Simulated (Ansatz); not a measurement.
**Sensitivity of the G0W0 gap of CsPbCl3 (Pm-3m)**

A base run on CsPbCl3 (Pm-3m), then changed inputs.

Calculated with Ansatz 0.2.0; G0W0 on PBE, plane waves, PAW.

**1. The structure**

Symmetry: Pm-3m, No. 221, cubic system. Conventional cell: a = 5.605 Å, b = 5.605 Å, c = 5.605 Å, α = 90.00°, β = 90.00°, γ = 90.00°. Cs has 12 Cl at 3.96 Å nearest. Nearest to Pb lie 6 Cl at 2.80 Å. Nearest to Cl lie 2 Pb at 2.80 Å and 4 Cs at 3.96 Å. Farther neighbours and most contacts between anions are not listed.

The cell and positions come from the Crystallography Open Database and are kept as given unless a step says otherwise. Spin-orbit coupling is left out unless a step names it. The default PAW set here is soft_2. Its files were made with PBE.

**2. The base run: 2×2×2 mesh, 486 empty bands, screening to 114 eV**

Now the one-shot GW correction: screening in the RPA, then the self-energy of the levels asked for.

input.yaml

```yaml
crystal:
  lattice:
    - [5.605, 0.0, 0.0]
    - [0.0, 5.605, 0.0]
    - [0.0, 0.0, 5.605]
  atoms:
    - { symbol: Cs, position: [0.0, 0.0, 0.0] }
    - { symbol: Pb, position: [0.5, 0.5, 0.5] }
    - { symbol: Cl, position: [0.5, 0.5, 0.0] }
    - { symbol: Cl, position: [0.0, 0.5, 0.5] }
    - { symbol: Cl, position: [0.5, 0.0, 0.5] }
kpoints:
  mp_grid: { grid: [2, 2, 2] }
hamiltonian:
  xc: pbe
scf:
  occupations: { method: fixed }
gw:
  n_empty_bands: 486
  ecut_chi: 114
  qp_bands: [v2, c2]
  qp_kpoints: band_edges
  screening: { model: contour_deformation }
```

The run is started by

```
$ ansatz run input.yaml --threads 3 --pin off --max-ram 64512MiB --backend cuda --events-out ev --progress --plain --runs-dir out --devices 1 --max-vram 24GiB  # rebuilt from the run's record
```

Numbers of over 12 decimals in the logs are rounded to 6 here.

The program printed:

```text
GPUs: using 1 of 1 available (devices: 1).
Engine: ansatz 0.2.0, x86_64-unknown-linux-gnu
Pseudopotentials: kind: paw
Pseudopotential: Cs, paw, valence charge 9, recommended cutoff 420 eV (normal), Cs.paw.azcp
Pseudopotential: Pb, paw, valence charge 14, recommended cutoff 420 eV (normal), Pb.paw.azcp
Pseudopotential: Cl, paw, valence charge 7, recommended cutoff 420 eV (normal), Cl.paw.azcp
Functional definition: PBE
  parameter kappa = 0.804
  parameter beta = 0.066725
  exchange = pbe_x(kappa = kappa, mu = beta*pi^2/3)
  correlation = pbe_c(beta = beta)
concurrent solve slots: 2 of 3 are kept, ahead of what memory takes: no pass of the eigensolver takes more rounds on 2
device memory: the entry about to start is reckoned to put 1.3 GiB on a device that reports 67.7 GiB free (of which the cap on the GPU budget leaves the run 24.0 GiB)
GPU FFT provider: cuFFT
GPU libraries: cuBLAS 13.8.2, cuFFT 12.4.0, cuSOLVER 12.3.4
Crystal: 5 atoms, lattice volume = 176.087 Å³
Basis set: ecut = 420 eV, 3407 PW (Γ)
Bands: 27, of which v1, the nominal top of the filled ones, is band 22 counted from 1 (21 counted from 0)
Symmetry: 48 space group operations
Space group: Pm-3m (ITA 221), of the structure as read, at distance tolerance 5.6e-5 Å
k-points: 4 of 8
Non-local potential: Cs, projectors of the file, l = 0: 3, l = 1: 2, l = 2: 2, l = 3: 2
Non-local potential: Pb, projectors of the file, l = 0: 2, l = 1: 2, l = 2: 2, l = 3: 2
Non-local potential: Cl, projectors of the file, l = 0: 2, l = 1: 2, l = 2: 2
PAW form: soft (Blöchl's): semilocal exchange-correlation on the pseudo side does not see the compensation charge
PAW one-centre angular grid: Cs, 194 points (default); XC on 64 Gauss nodes
PAW one-centre angular grid: Pb, 590 points (default); XC on 64 Gauss nodes
PAW one-centre angular grid: Cl, 110 points (default); XC on 64 Gauss nodes
Initial density: superposition of atomic densities (neutral atoms: chi_scale 0, normalization atom), corrected by the library's trained network
Initial wavefunctions: pseudopotential atomic-orbital guess
GPU buffer pool allocated for 64000 grid points (all kernels)
GPU transforms: local potential and band sums: pruned to the plane-wave sphere, on 40×40×40
Functional: x = pbe(κ = 0.804, μ = 0.219515), c = pbe(β = 0.066725)
SCF iter   1: F=—  HF=-20822.712429 eV  |F-HF|=—  |Δ(HF+E_count)|=         —  Δρ=4.17e-3  dr2=3.43e-2  ethr=1.77e-3  ⟨swp⟩=5.5  Hψ=440  notcnv=0  defer=10
preconditioner: auto → Resta (q_TF=auto, 2.165 Å⁻¹)  ε∞=2.9  [insulator: Δε(μ)=1.936 eV  Ē_g=13.174 eV  n_scr=26 (ndim 8)  ℏωp=18.1 eV  f_vac=0.062  ε∞_Penn≈2.9]
SCF iter   2: F=—  HF=-20822.702607 eV  |F-HF|=—  |Δ(HF+E_count)|=   9.82e-3  Δρ=1.87e-3  dr2=5.35e-3  ethr=7.80e-5  ⟨swp⟩=2.2  Hψ=210  notcnv=0  defer=10
[...]
NSCF: frozen V_eff on 4 k-points
G₀W₀ screening: q 1/4
[... further progress lines ...]
SCF converged after 6 iterations
Free energy (F): -20822.701570 eV
Harris-Foulkes:  -20822.701570 eV  (|F-HF|=2.31e-8)
Internal energy: -20822.701570 eV  (E = F + TS)
E sigma→0 (E₀):  -20822.701570 eV
Fermi energy:    4.139591 eV
--- Per-component energies (eV) ---
  E_band       = -233.202438
  E_kinetic    = 915.113859
  E_local      = -2669.071163  (includes V_loc(G=0)·N_el)
  E_nonlocal   = 465.928017
  E_hartree    = 1010.728191
  E_xc         = -719.268062
  E_vxc        = -628.053711  (∫ρ·V_xc dr)
  E_paw        = -17445.933425  (= ΣΔE_a)
  E_vpaw       = -338.574873  (= ΣTr[D̂ρ^β])
  E_aug_tail   = 0.000315  (compensation charges beyond the density's cutoff)
  E_ewald      = -2380.199303
  E_smearing   = -0.000000  (= −TS)
  E_closure    = 0.000000  (closes the sum)
  Σ components = -20822.701570   (vs F -20822.701570, Δ=0.00e0)
--- Band table (eV) ---
  k-point 0: bands = [... 18 lower, 1.5308, 1.6406, 1.6406, 1.6406, 7.4768, 8.4138, 8.4138, 9.3132, ... 1 higher]
  k-point 1: bands = [... 18 lower, 1.4308, 1.5286, 1.5286, 2.4653, 7.1024, 8.8166, 9.3290, 9.4426, ... 1 higher]
  k-point 2: bands = [... 18 lower, 1.3430, 1.4189, 1.9524, 3.3284, 6.5971, 6.5971, 9.0310, 9.5135, ... 1 higher]
  k-point 3: bands = [... 18 lower, 1.9626, 1.9626, 1.9626, 4.1396, 6.0116, 6.0116, 6.0116, 9.2285, ... 1 higher]
--- G₀W₀: contour deformation, 6 samples at zero and on the imaginary axis and 1 off it, 8 q-points, 486 empty bands' worth ---
  eigenvalues of the whole cell's RPA ε∞ on this k-mesh (on a slab, of 1 + 4πα/V) = 7.6582, 7.6582, 7.6582; static W/v taken at q = 0 is 0.130579
  bands read: the sum over 508 bands ends inside a degenerate multiplet in 1 slot, whose members it reads at an even weight; the widest, k=1: bands 508 to 509 (counted from 1) at 1/2 each
  gw.qp_kpoints: band_edges: 4 of 4 stored k-points solved, in 1 pass; an edge of the gap read off the rows below is read off those points alone
    ik  band        ε_KS         Σx   Σc(E_QP)       V_xc       Z   E_QP_lin       E_QP  E_QP is
     0    21      1.6406   -20.6671     3.3727   -16.2362  0.7213     0.5357     0.5825  root
     0    22      1.6406   -20.6671     3.3727   -16.2362  0.7213     0.5357     0.5825  root
     0    23      7.4768    -3.6993    -3.6029    -7.4098  0.7991     7.5847     7.5843  root
     0    24      8.4138    -3.4619    -3.5678    -7.2804  0.7986     8.6662     8.6646  root
     1    21      1.5286   -20.3576     3.4128   -15.8569  0.7204     0.3903     0.4406  root
     1    22      2.4653   -21.2287     2.5147   -17.8419  0.7365     1.5660     1.5931  root
     1    23      7.1024    -9.1811    -3.8748   -13.5979  0.7658     7.6535     7.6445  root
     1    24      8.8166    -4.4340    -3.7025    -8.4350  0.7916     9.1177     9.1152  root
[...]
3    21      1.9626   -20.9290     3.3510   -16.5120  0.7235     0.8503     0.8966  root
     3    22      4.1396   -21.1093     1.6728   -18.7351  0.7517     3.4233     3.4381  root
     3    23      6.0116    -7.5597    -3.7116   -11.6746  0.7781     6.4194     6.4149  root
     3    24      6.0116    -7.5597    -3.7116   -11.6746  0.7781     6.4194     6.4149  root
```

It took 8.9 s on 1 × NVIDIA H100 80GB HBM3 (shared by 3 runs) with 3 threads of AMD EPYC 7R13 (Zen 3), shared host; peak memory 1.4 GiB.

Reading the cycles: dr2 is the Hartree energy of the density residual (eV), the measure of convergence; HF is the Harris–Foulkes estimate of the energy, which meets the free energy F at convergence.

Numbers from this step:

```yaml
bands_summed: 508
rpa_eps_infinity_on_this_mesh_eigenvalues: 7.658, 7.658, 7.658
plane_waves_in_the_screening_matrix: 461
q_points_in_the_mesh: 8
g0w0_gap_on_the_mesh: 2.977 eV
k_of_the_valence_top: -0.5, -0.5, -0.5
k_of_the_conduction_bottom: -0.5, -0.5, -0.5
starting_gap_on_the_mesh: 1.872 eV
z_at_the_valence_top: 0.7517
z_at_the_conduction_bottom: 0.7781
least_direct_g0w0_gap_on_the_computed_points: 2.977 eV
```

The gap on the mesh goes from 1.87 eV to 2.98 eV, a correction of +1.10 eV. Between the two edge states, bare exchange in place of the xc potential would open the gap by 6.49 eV, and correlation takes back 5.38 eV.

**3. Variant: static remainder**

This step: G0W0 on PBE, plane waves, norm-conserving pseudopotentials.

input.yaml: that of step 2 with these lines changed.

```diff
@@ -15,2 +15,3 @@
   xc: pbe
+  pseudopotentials: { kind: nc }
 scf:
@@ -18,4 +19,4 @@
 gw:
-  n_empty_bands: 486
-  ecut_chi: 114
+  n_empty_bands: 185
+  ecut_chi: 100
   qp_bands: [v2, c2]
@@ -23 +24,2 @@
   screening: { model: contour_deformation }
+  static_remainder: true
```

The program printed:

```text
Warning: gw takes pair_densities: pseudo, which can misplace gaps by tens of per cent, since gw.static_remainder lacks the terms of the atoms
GPUs: using 1 of 1 available (devices: 1).
[...]
GPU FFT provider: cuFFT
GPU libraries: cuBLAS 13.8.2, cuFFT 12.4.0, cuSOLVER 12.3.4
Crystal: 5 atoms, lattice volume = 176.087 Å³
Basis set: ecut = 850 eV, 9843 PW (Γ)
Bands: 27, of which v1, the nominal top of the filled ones, is band 22 counted from 1 (21 counted from 0)
Symmetry: 48 space group operations
[...]
k-points: 4 of 8
[...]
GPU buffer pool allocated for 157464 grid points (all kernels)
[...]
SCF iter   1: F=—  HF=-3884.251317 eV  |F-HF|=—  |Δ(HF+E_count)|=         —  Δρ=2.28e-2  dr2=2.22e0  ethr=3.10e-3  ⟨swp⟩=5.0  Hψ=478  notcnv=0  defer=8
[...]
SCF iter   7: F=-3883.134976 eV  HF=-3883.134976 eV  |F-HF|=3.22e-8  |Δ(HF+E_count)|=   2.92e-6  Δρ=3.28e-6  dr2=1.29e-8  ethr=2.27e-10  ⟨swp⟩=13.5  Hψ=636  notcnv=0
SCF 1 converged in 7 iterations: F = -3883.134976 eV  dr2 = 1.29e-8
[...]
NSCF: frozen V_eff on 4 k-points
[...]
G₀W₀ screening: q 1/4
[... further progress lines ...]
SCF converged after 7 iterations
Free energy (F): -3883.134976 eV
[...]
Internal energy: -3883.134976 eV  (E = F + TS)
E sigma→0 (E₀):  -3883.134976 eV
Fermi energy:    4.219545 eV
[...]
--- Band table (eV) ---
  k-point 0: bands = [... 18 lower, 1.6258, 1.7350, 1.7350, 1.7350, 7.5717, 8.5132, 8.5132, 9.4145, ... 1 higher]
  k-point 1: bands = [... 18 lower, 1.5261, 1.6232, 1.6232, 2.5525, 7.1828, 8.9122, 9.4286, 9.5262, ... 1 higher]
  k-point 2: bands = [... 18 lower, 1.4382, 1.5125, 2.0471, 3.4118, 6.6791, 6.6791, 9.1136, 9.6140, ... 1 higher]
  k-point 3: bands = [... 18 lower, 2.0573, 2.0573, 2.0573, 4.2195, 6.0957, 6.0957, 6.0957, 9.3252, ... 1 higher]
[...]
static-remainder magnitude (band-truncation diagnostic): 0.6283 eV
[...]
0    21      1.7350   -18.6129     3.3623   -14.0090  0.7221     0.4221     0.4934  root
     0    22      1.7350   -18.6129     3.3623   -14.0090  0.7221     0.4221     0.4934  root
     0    23      7.5717    -2.6892    -3.6429    -6.3471  0.7999     7.5867     7.5867  root
     0    24      8.5132    -2.8813    -3.5802    -6.6363  0.7988     8.6888     8.6880  root
     1    21      1.6232   -18.4166     3.4077   -13.7473  0.7213     0.2865     0.3617  root
     1    22      2.5525   -18.4374     2.4346   -14.8731  0.7372     1.3708     1.4228  root
     1    23      7.1828    -7.7700    -3.3138   -11.2935  0.7657     7.3938     7.3926  root
     1    24      8.9122    -3.4035    -3.7075    -7.2703  0.7922     9.0721     9.0714  root
[...]
3    21      2.0573   -18.8309     3.3353   -14.2365  0.7243     0.7259     0.7983  root
     3    22      4.2195   -18.1352     1.6303   -15.3267  0.7516     2.9878     3.0413  root
     3    23      6.0957    -6.5437    -3.2185    -9.9203  0.7782     6.2544     6.2538  root
     3    24      6.0957    -6.5437    -3.2185    -9.9203  0.7782     6.2544     6.2538  root
```

Wall time 5.5 s (1 × NVIDIA H100 80GB HBM3 (shared by 3 runs) with 3 threads); peak memory 1.3 GiB; 7.1 s of CPU time.

Against the base:

```tsv
setting	base	variant
files	default PAW	norm-conserving
empty bands	486	185
screening cutoff (eV)	114	100
static remainder	-	true
```

```tsv
quantity	variant	base
starting gap on the mesh	1.876	1.872
G0W0 gap on the mesh	3.212	2.977
least direct G0W0 gap on the computed points	3.212	2.977
Z at the valence top	0.752	0.752
Z at the conduction bottom	0.778	0.778
```

**4. Outcome**

* base: 2.98 eV, 8.9 s
* static remainder: 3.21 eV, 5.5 s

Static remainder: the gap moves by +0.24 eV (the plane-wave cutoff goes from 420 to 850 eV); such settings are too crude to quote. The variant differs from the base in files, empty bands, screening cutoff and static remainder together, so the change can't be laid to one of them. This option needs pseudo pair densities, which the log warns can misplace gaps. All runs here use a coarse mesh and modest cutoffs; they test settings and are not final values. The 2×2×2 mesh is coarse for this cell (its supercell is 11 Å along the shortest edge). The RPA ε∞ on it, from the PBE start, is 7.66; such meshes misread the long-range screening, most where the gap is narrow. Where an edge is built on 6p states of lead, bismuth or thallium, scalar-relativistic gaps usually stand too wide, by a few tenths to over one eV. This is the ideal cubic cell; many perovskites, halides above all, are cubic only on average, and local tilts or off-centring can widen the gap. The many-body steps are scalar-relativistic: spin-orbit coupling is not in them.

[Paths, hosts, dates, memory and timing lines, banners, echoed tables and standing remarks are left out of the program output.]

[Logs are printed without paths, hosts, clocks, repeated set-up lines and the standing remarks that a program may print on its own settings, such as how far it seeks lower states.]

[Runs of the session that timed out or met a known fault of the program may be left out.]

[Cells called generated may have been cut or substituted from an entry of the Crystallography Open Database or the Materials Project.]

[Hosts, paths, dates, database ids (printed as entryN), source tags and the programs' standing remarks are cut or masked in the printed files.]
